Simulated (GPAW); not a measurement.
# CrB2: which magnetic order is lowest

Wanted: the moments of CrB2 and the energy of each order that was tried.

Calculated with GPAW 26.7.0; LDA; plane waves with GPAW's PAW setups, scalar-relativistic.

## 1. The starting structure

Symmetry: P6/mmm, No. 191, hexagonal system. The conventional cell has a = 2.970 Å, b = 2.970 Å, c = 3.070 Å, α = 90.00°, β = 90.00°, γ = 120.00°. Cr has 12 B at 2.30 Å nearest. Nearest to B lie 3 B at 1.71 Å and 6 Cr at 2.30 Å. Farther neighbours are not listed.

## 2. Order 1, typed as ferro +

The parallel start comes first: it fits the smallest cell, keeps the most symmetry and shows whether parallel moments form.

File order1.py:

```python
import json
import numpy as np
from ase import Atoms
from ase.parallel import paropen, parprint
from gpaw import GPAW

atoms = Atoms(['Cr', 'B', 'B'],
    cell=[[2.97, 0.0, 0.0],
         [-1.485, 2.57209545, 0.0],
         [0.0, 0.0, 3.07]],
    scaled_positions=[[0.0, 0.0, 0.0],
         [0.33333333, 0.66666667, 0.5],
         [0.66666667, 0.33333333, 0.5]],
    pbc=True,
    magmoms=[2.5, 0.0, 0.0])
atoms.calc = GPAW(mode={'name': 'pw', 'ecut': 700},
    xc='LDA',
    kpts={'size': (10, 10, 10), 'gamma': True},
    occupations={'name': 'fermi-dirac', 'width': 0.1},
    convergence={'density': 1e-05, 'energy': 1e-05},
    maxiter=200,
    symmetry={'tolerance': 1e-4},
    txt='order1.txt')
e = atoms.get_potential_energy(force_consistent=True)
res = {'free_energy': e, 'energy_sigma0': atoms.get_potential_energy(), 'fermi_energy': atoms.calc.get_fermi_level()}
res['moments'] = atoms.get_magnetic_moments().tolist()
res['total'] = atoms.get_magnetic_moment()
parprint('site moments (muB):', np.round(res['moments'], 3))
parprint(f"total moment: {res['total']:.3f} muB")
parprint(f'free energy: {e:.6f} eV')
atoms.calc.write('order1.gpw')
with paropen('results.json', 'w') as f:
    json.dump(res, f)
```

Run with:

```bash
> OMP_NUM_THREADS=1 mpirun -n 8 gpaw python order1.py > order1.log
```

What it wrote:

```text
site moments (muB): [ 0.841 -0.003 -0.003]
total moment: 0.872 muB
free energy: -26.566361 eV

--- order1.txt ---
Input parameters:
  mode=PW(ecut=700),
  convergence={'density': 1e-05, 'energy': 1e-05},
  kpts=MonkhorstPack(size=(10, 10, 10), gamma=True),
  maxiter=200,
  occupations=Occupations(name='fermi-dirac', width=0.1),
  symmetry=Symmetry(tolerance=0.0001),
  xc=XC(name='LDA')

Diagonalizing LCAO Hamiltonian
Converting LCAO to pw mode

        B
           B

       Cr

Atoms  # Å, Bohr magnetons
|   | symbol |         x |        y |        z |    initial magnetic moments |
|---|--------|-----------|----------|----------|-----------------------------|
| 0 |     Cr |  0.000000 | 0.000000 | 0.000000 | ( 0.0000,  0.0000,  2.5000) |
| 1 |      B | -0.000000 | 1.714730 | 1.535000 | ( 0.0000,  0.0000,  0.0000) |
| 2 |      B |  1.485000 | 0.857365 | 1.535000 | ( 0.0000,  0.0000,  0.0000) |

Unit cell  # Å
| periodic |         x |        y |        z |  lengths |     angles |
|----------|-----------|----------|----------|----------|------------|
|      yes |  2.970000 | 0.000000 | 0.000000 | 2.970000 |  90.000000 |
|      yes | -1.485000 | 2.572095 | 0.000000 | 2.970000 |  90.000000 |
|      yes |  0.000000 | 0.000000 | 3.070000 | 3.070000 | 120.000000 |

Number of symmetries: 24

BZ-sampling:
  Number of BZ points: 1000
  Number of IBZ points: 84

  Monkhorst-Pack size: [10, 10, 10]
  Monkhorst-Pack shift: [0.05, 0.05, 0.05]

K-points  # in reciprocal-cell coordinates
|     |                                coordinates |     weight |
|-----|--------------------------------------------|------------|
|   0 | (  0.00000000,   0.00000000,   0.00000000) | 0.00100000 |
|   1 | (  0.00000000,   0.00000000,   0.10000000) | 0.00200000 |
|   2 | (  0.00000000,   0.00000000,   0.20000000) | 0.00200000 |
|   3 | (  0.00000000,   0.00000000,   0.30000000) | 0.00200000 |
|   4 | (  0.00000000,   0.00000000,   0.40000000) | 0.00200000 |
|   5 | (  0.00000000,   0.00000000,   0.50000000) | 0.00100000 |
|   6 | (  0.10000000,   0.00000000,   0.00000000) | 0.00600000 |
|   7 | (  0.10000000,   0.00000000,   0.10000000) | 0.01200000 |
|   8 | (  0.10000000,   0.00000000,   0.20000000) | 0.01200000 |
|   9 | (  0.10000000,   0.00000000,   0.30000000) | 0.01200000 |
| ... |                                            |            |
|  83 | (  0.50000000,   0.50000000,   0.50000000) | 0.00300000 |

Plane wave coefficients: 1008
Cutoff: 700.0 eV

Spin-components: 2 (collinear spins)
Bands:           13
Projectors:      16
Spin-degeneracy: 1
Datatype:        complex128

Parallelization:
  kpt:    8
  domain: 1
  band:   1

Density:
  Valence electrons: 12.0
  Components: 2
  Grid points: [20 20 20]
  Charge: 0.0  # |e|

Potential:
  Grid points: [20 20 20]

species:
  Cr:
    name:    Chromium
    Z:       24.0
    valence: 6
    core:    18
    charge:  0.0  # [|e|]
    compensation charges:
      type: gauss
      rc: 0.35  # [Å]
      lmax: 2
    cutoffs:
      filter: 2.14  # [Å]
      core: 3.04  # [Å]
    projectors
    | kind |    occ | energy [eV] | rcut [Å] |
    |------|--------|-------------|----------|
    |   4s |  1.000 |      -4.191 |    1.164 |
    |   4p |  0.000 |      -1.079 |    1.217 |
    |   3d |  5.000 |      -3.128 |    1.111 |
    |    s |        |      23.021 |    1.164 |
    |    p |        |      26.132 |    1.217 |
    |    d |        |      24.083 |    1.111 |

    Using partial waves for Cr as LCAO basis

  B:
    name:    Boron
    Z:       5.0
    valence: 3
    core:    2
    charge:  0.0  # [|e|]
    compensation charges:
      type: gauss
      rc: 0.20  # [Å]
      lmax: 2
    cutoffs:
      filter: 1.14  # [Å]
      core: 1.42  # [Å]
    projectors
    | kind |    occ | energy [eV] | rcut [Å] |
    |------|--------|-------------|----------|
    |   2s |  2.000 |      -9.383 |    0.635 |
    |   2p |  1.000 |      -3.714 |    0.635 |
    |    s |        |      17.828 |    0.635 |
    |    p |        |      23.498 |    0.635 |
    |    d |        |       0.000 |    0.635 |

    Using partial waves for B as LCAO basis

Reference energy: -29851.911930  # eV

eigensolver:
  PPCG
  Converge bands: occupied
  niter=2

density mixing:
  MSR1-Mixer
  Pratt-step length: 0.05
  Maximum mixing coefficient: 0.75
  Old densities: 10
  SVD Regularization: 0.005
  Good broyden scale: 1.0
  Trust region scale: 1.0
  Backstep threshold: 4.0
  History deletion threshold: 6.0
  Fourier metric: weight=20.0, sigma=0.015

occupation numbers:
  Fermi-Dirac:
    width: 0.1000  # eV

poisson solver:
  ecut: 5600.0  # eV

xc functional:
  name: None

convergence criteria:
- Maximum integral of absolute [dens]ity change: 1e-05 electrons / valence electron
- Maximum [total energy] change in last 3 cyles: 1e-05 eV / valence electron
- Maximum integral of absolute [eigenst]ate change: 4e-08 eV^2 / valence electron
maximum number of iterations: 200

SCF iterations
|iter     |      energy | eigst |  dens |  magmom |
|---------|-------------|-------|-------|---------|
|iter:   1|       0s |  -27.110737 | +0.59 |       |  +2.4935|
|iter:   2|       1s |  -26.832186 | -1.56 | -0.65 |  +2.4409|
|iter:   3|       1s |  -26.473751 | -1.28 | -0.73 |  +2.1526|
|iter:   4|       1s |  -26.477777 | -2.16 | -1.02 |  +1.9483|
|iter:   5|       2s |  -26.508361 | -2.40 | -1.17 |  +1.5648|
|iter:   6|       2s |  -26.521205 | -2.80 | -1.56 |  +1.2759|
|iter:   7|       2s |  -26.523984 | -3.30 | -1.99 |  +1.0349|
|iter:   8|       3s |  -26.525638 | -3.23 | -1.90 |  +0.8910|
|iter:   9|       3s |  -26.527070 | -3.36 | -1.99 |  +0.8765|
|iter:  10|       3s |  -26.526970 | -4.80 | -2.87 |  +0.8785|
|iter:  11|       4s |  -26.526961c| -5.37 | -3.11 |  +0.8769|
|iter:  12|       4s |  -26.526940c| -6.01 | -3.77 |  +0.8732|
|iter:  13|       4s |  -26.526931c| -6.78 | -4.05 |  +0.8720|
|iter:  14|       5s |  -26.526929c| -7.14 | -4.64 |  +0.8723|
|iter:  15|       5s |  -26.526929c| -7.51c| -5.14c|  +0.8724|

Converged in 15 steps
Energy contributions relative to reference atoms: (reference = -29851.911930)

Energy contributions:
  Kinetic:          -1.945034
  Coulomb:          -1.019696
  Zero:              0.160392
  External:          0.000000
  Xc:              -23.683161
  Entropy:          -0.078863
  Spinorbit:         0.000000
  ----------------------------
  Free energy:     -26.566361
  Extrapolated:    -26.526929

dipole moment: (-3.654468, -6.329725, -7.555029)  # |e|*Ang

Total magnetic moment: (0.000000, 0.000000, 0.872384)

Local magnetic moments
|        x |        y |         z |
|----------|----------|-----------|
| 0.000000 | 0.000000 |  0.840719 |  # Cr   0
| 0.000000 | 0.000000 | -0.003362 |  # B    1
| 0.000000 | 0.000000 | -0.003362 |  # B    2

Fermi level: 11.719
Eigenvalues  # (at kpt = [0.000, 0.000, 0.000])
| band index |      eig [eV] | occ [0-1] |      eig [eV] | occ [0-1] |
|------------|---------------|-----------|---------------|-----------|
|          0 |        -2.861 |     1.000 |        -2.794 |     1.000 |
|          1 |         7.937 |     1.000 |         8.229 |     1.000 |
|          2 |         7.938 |     1.000 |         8.229 |     1.000 |
|          3 |         8.196 |     1.000 |         8.940 |     1.000 |
|          4 |         8.977 |     1.000 |         9.022 |     1.000 |
|          5 |        11.260 |     0.990 |        11.889 |     0.154 |
|          6 |        11.260 |     0.990 |        11.889 |     0.154 |
|          7 |        13.809 |     0.000 |        14.238 |     0.000 |
|          8 |        13.809 |     0.000 |        14.238 |     0.000 |
|          9 |        16.992 |     0.000 |        17.072 |     0.000 |
|         10 |        16.992 |     0.000 |        17.072 |     0.000 |
|         11 |        17.709 |     0.000 |        17.991 |     0.000 |
|         12 |        19.225 |     0.000 |        19.234 |     0.000 |

No gap
No difference between direct/indirect transitions
```

The job ended after 8.4 s (8 MPI ranks of Arm Neoverse V2, shared host; peak memory 1.3 GiB; 66 s of CPU time).

Spin moment in the augmentation sphere by atom:

```csv
atom,spin moment in the augmentation sphere (μB)
Cr1,0.841
B2,-0.003
B3,-0.003
```

Read from the output:

| Quantity | Value |
| --- | --- |
| magnetization | 0.8724 μB |
| final state | ferromagnetic |

After 15 cycles the largest moment stands at 0.841 μB.

## 3. Start 2: antiferro q=(0,1/2,0) +-

Reversing part of the moments tests the sign of the couplings between them.

The cell is doubled to 6 atoms to hold this order. Its mesh is chosen so that both cells sample the same points.

File order2.py:

```python
import json
import numpy as np
from ase import Atoms
from ase.parallel import paropen, parprint
from gpaw import GPAW

atoms = Atoms(['Cr', 'Cr', 'B', 'B', 'B', 'B'],
    cell=[[2.97, 0.0, 0.0],
         [-2.97, 5.1441909, 0.0],
         [0.0, 0.0, 3.07]],
    scaled_positions=[[0.0, 0.0, 0.0],
         [0.0, 0.5, 0.0],
         [0.33333333, 0.33333333, 0.5],
         [0.33333333, 0.83333333, 0.5],
         [0.66666667, 0.16666667, 0.5],
         [0.66666667, 0.66666667, 0.5]],
    pbc=True,
    magmoms=[2.5, -2.5, 0.0, 0.0, 0.0, 0.0])
atoms.calc = GPAW(mode={'name': 'pw', 'ecut': 700},
    xc='LDA',
    kpts={'size': (10, 5, 10), 'gamma': True},
    occupations={'name': 'fermi-dirac', 'width': 0.1},
    convergence={'density': 1e-05, 'energy': 1e-05},
    maxiter=200,
    symmetry={'tolerance': 1e-4},
    txt='order2.txt')
e = atoms.get_potential_energy(force_consistent=True)
res = {'free_energy': e, 'energy_sigma0': atoms.get_potential_energy(), 'fermi_energy': atoms.calc.get_fermi_level()}
res['moments'] = atoms.get_magnetic_moments().tolist()
res['total'] = atoms.get_magnetic_moment()
parprint('site moments (muB):', np.round(res['moments'], 3))
parprint(f"total moment: {res['total']:.3f} muB")
parprint(f'free energy: {e:.6f} eV')
atoms.calc.write('order2.gpw')
with paropen('results.json', 'w') as f:
    json.dump(res, f)
```

Run with:

```bash
> OMP_NUM_THREADS=1 mpirun -n 8 gpaw python order2.py > order2.log
```

What it wrote:

```text
site moments (muB): [ 1.028 -1.028  0.003 -0.003 -0.003  0.003]
total moment: -0.000 muB
free energy: -53.171742 eV

--- order2.txt ---
Input parameters:
  mode=PW(ecut=700),
  convergence={'density': 1e-05, 'energy': 1e-05},
  kpts=MonkhorstPack(size=(10, 5, 10), gamma=True),
  maxiter=200,
  occupations=Occupations(name='fermi-dirac', width=0.1),
  symmetry=Symmetry(tolerance=0.0001),
  xc=XC(name='LDA')

Diagonalizing LCAO Hamiltonian
Converting LCAO to pw mode

          B  B
            B
               B
         Cr
           Cr

Atoms  # Å, Bohr magnetons
|   | symbol |         x |        y |        z |    initial magnetic moments |
|---|--------|-----------|----------|----------|-----------------------------|
| 0 |     Cr |  0.000000 | 0.000000 | 0.000000 | ( 0.0000,  0.0000,  2.5000) |
| 1 |     Cr | -1.485000 | 2.572095 | 0.000000 | ( 0.0000,  0.0000, -2.5000) |
| 2 |      B |  0.000000 | 1.714730 | 1.535000 | ( 0.0000,  0.0000,  0.0000) |
| 3 |      B | -1.485000 | 4.286826 | 1.535000 | ( 0.0000,  0.0000,  0.0000) |
| 4 |      B |  1.485000 | 0.857365 | 1.535000 | ( 0.0000,  0.0000,  0.0000) |
| 5 |      B | -0.000000 | 3.429461 | 1.535000 | ( 0.0000,  0.0000,  0.0000) |

Unit cell  # Å
| periodic |         x |        y |        z |  lengths |     angles |
|----------|-----------|----------|----------|----------|------------|
|      yes |  2.970000 | 0.000000 | 0.000000 | 2.970000 |  90.000000 |
|      yes | -2.970000 | 5.144191 | 0.000000 | 5.940000 |  90.000000 |
|      yes |  0.000000 | 0.000000 | 3.070000 | 3.070000 | 120.000000 |

Number of symmetries: 4

BZ-sampling:
  Number of BZ points: 500
  Number of IBZ points: 156

  Monkhorst-Pack size: [10, 5, 10]
  Monkhorst-Pack shift: [0.05, 0.0, 0.05]

Plane wave coefficients: 1996
Cutoff: 700.0 eV

Spin-components: 2 (collinear spins)
Bands:           19
Projectors:      32
Spin-degeneracy: 1
Datatype:        complex128

Parallelization:
  kpt:    8
  domain: 1
  band:   1

Density:
  Valence electrons: 24.0
  Components: 2
  Grid points: [20 40 20]
  Charge: 0.0  # |e|

Potential:
  Grid points: [20 40 20]

[... setups left out ...]
Reference energy: -59703.823859  # eV

eigensolver:
  PPCG
  Converge bands: occupied
  niter=2

density mixing:
  MSR1-Mixer
  Pratt-step length: 0.05
  Maximum mixing coefficient: 0.75
  Old densities: 10
  SVD Regularization: 0.005
  Good broyden scale: 1.0
  Trust region scale: 1.0
  Backstep threshold: 4.0
  History deletion threshold: 6.0
  Fourier metric: weight=20.0, sigma=0.015

occupation numbers:
  Fermi-Dirac:
    width: 0.1000  # eV

poisson solver:
  ecut: 5600.0  # eV

xc functional:
  name: None

convergence criteria:
- Maximum integral of absolute [dens]ity change: 1e-05 electrons / valence electron
- Maximum [total energy] change in last 3 cyles: 1e-05 eV / valence electron
- Maximum integral of absolute [eigenst]ate change: 4e-08 eV^2 / valence electron
maximum number of iterations: 200

SCF iterations
|iter     |      energy | eigst |  dens |  magmom |
|---------|-------------|-------|-------|---------|
|iter:   1|       0s |  -54.420440 | +0.71 |       |  +0.0000|
|iter:   2|       2s |  -53.868992 | -1.23 | -0.71 |  -0.0000|
|iter:   3|       3s |  -53.067750 | -0.50 | -0.79 |  -0.0000|
|iter:   4|       5s |  -53.049854 | -1.39 | -1.13 |  -0.0000|
|iter:   5|       7s |  -53.082736 | -2.07 | -1.27 |  +0.0000|
|iter:   6|       9s |  -53.102899 | -2.30 | -1.65 |  -0.0000|
|iter:   7|      11s |  -53.108362 | -2.55 | -1.99 |  +0.0000|
|iter:   8|      12s |  -53.109938 | -2.95 | -2.11 |  -0.0000|
|iter:   9|      14s |  -53.109663 | -3.50 | -2.46 |  +0.0000|
|iter:  10|      16s |  -53.109667 | -4.07 | -3.10 |  -0.0000|
|iter:  11|      18s |  -53.109636c| -4.31 | -3.61 |  +0.0000|
|iter:  12|      20s |  -53.109654c| -4.65 | -3.60 |  -0.0000|
|iter:  13|      21s |  -53.109645c| -4.84 | -3.80 |  +0.0000|
|iter:  14|      23s |  -53.109639c| -5.18 | -4.08 |  +0.0000|
|iter:  15|      25s |  -53.109642c| -5.39 | -4.58 |  +0.0000|
|iter:  16|      27s |  -53.109643c| -5.63 | -4.83 |  +0.0000|
|iter:  17|      29s |  -53.109640c| -5.84 | -4.91 |  +0.0000|
|iter:  18|      30s |  -53.109641c| -6.13 | -5.09c|  +0.0000|
|iter:  19|      32s |  -53.109642c| -6.32 | -5.32c|  -0.0000|
|iter:  20|      34s |  -53.109641c| -6.52 | -5.39c|  +0.0000|
|iter:  21|      36s |  -53.109641c| -6.69 | -5.65c|  +0.0000|
|iter:  22|      37s |  -53.109641c| -6.87 | -5.89c|  -0.0000|
|iter:  23|      39s |  -53.109641c| -7.01 | -6.17c|  -0.0000|
|iter:  24|      40s |  -53.109641c| -7.17 | -6.34c|  -0.0000|
|iter:  25|      41s |  -53.109640c| -7.31 | -6.34c|  -0.0000|
|iter:  26|      42s |  -53.109640c| -7.44c| -6.48c|  -0.0000|

Converged in 26 steps
Energy contributions relative to reference atoms: (reference = -59703.823859)

Energy contributions:
  Kinetic:          -2.671545
  Coulomb:          -3.030547
  Zero:              0.319629
  External:          0.000000
  Xc:              -47.665076
  Entropy:          -0.124204
  Spinorbit:         0.000000
  ----------------------------
  Free energy:     -53.171742
  Extrapolated:    -53.109640

dipole moment: (-7.306906, -12.655869, -15.105822)  # |e|*Ang

Total magnetic moment: (0.000000, 0.000000, -0.000000)

Local magnetic moments
|        x |        y |         z |
|----------|----------|-----------|
| 0.000000 | 0.000000 |  1.028247 |  # Cr   0
| 0.000000 | 0.000000 | -1.028247 |  # Cr   1
| 0.000000 | 0.000000 |  0.003193 |  # B    2
| 0.000000 | 0.000000 | -0.003193 |  # B    3
| 0.000000 | 0.000000 | -0.003193 |  # B    4
| 0.000000 | 0.000000 |  0.003193 |  # B    5

Fermi level: 11.737
Eigenvalues  # (at kpt = [0.000, 0.000, 0.000])
| band index |      eig [eV] | occ [0-1] |      eig [eV] | occ [0-1] |
|------------|---------------|-----------|---------------|-----------|
|          0 |        -2.821 |     1.000 |        -2.821 |     1.000 |
|        ... |               |           |               |           |
|          4 |         7.807 |     1.000 |         7.807 |     1.000 |
|          5 |         7.995 |     1.000 |         7.995 |     1.000 |
|          6 |         8.065 |     1.000 |         8.065 |     1.000 |
|          7 |         8.237 |     1.000 |         8.237 |     1.000 |
|          8 |         8.806 |     1.000 |         8.806 |     1.000 |
|          9 |         9.004 |     1.000 |         9.004 |     1.000 |
|         10 |        10.994 |     0.999 |        10.994 |     0.999 |
|         11 |        11.588 |     0.816 |        11.588 |     0.816 |
|         12 |        11.835 |     0.274 |        11.835 |     0.274 |
|         13 |        12.092 |     0.028 |        12.092 |     0.028 |
|         14 |        12.740 |     0.000 |        12.740 |     0.000 |
|         15 |        14.058 |     0.000 |        14.058 |     0.000 |
|         16 |        14.087 |     0.000 |        14.087 |     0.000 |
|         17 |        15.172 |     0.000 |        15.172 |     0.000 |
|         18 |        17.553 |     0.000 |        17.046 |     0.000 |

No gap
No difference between direct/indirect transitions
```

It took 50 s on 8 MPI ranks; peak memory 1.8 GiB.

Spin moment in the augmentation sphere by atom:

```csv
atom,spin moment in the augmentation sphere (μB)
Cr1,1.03
Cr2,-1.03
B3,0.00
B4,0.00
B5,0.00
B6,0.00
```

Read from the output:

```
magnetization : 0 μB
final state   : antiferromagnetic
```

It lies 19.5 meV a seeded atom under the first start, and its largest moment is 1.03 μB against 0.841 μB.

[end of part 1 of 2]

[Logs and program files are shortened in this print: banners, set-up blocks, solver, clock and traceback lines can be left out without a mark of their own.]

[Logs are printed without paths, hosts, clocks, repeated set-up lines and the standing remarks that a program may print on its own settings, such as how far it seeks lower states.]

[Hosts, paths, dates, database ids (printed as entryN), source tags and the programs' standing remarks are cut or masked in the printed files.]

[Where a cell is said to come from a database of computed structures, the database is the Materials Project.]
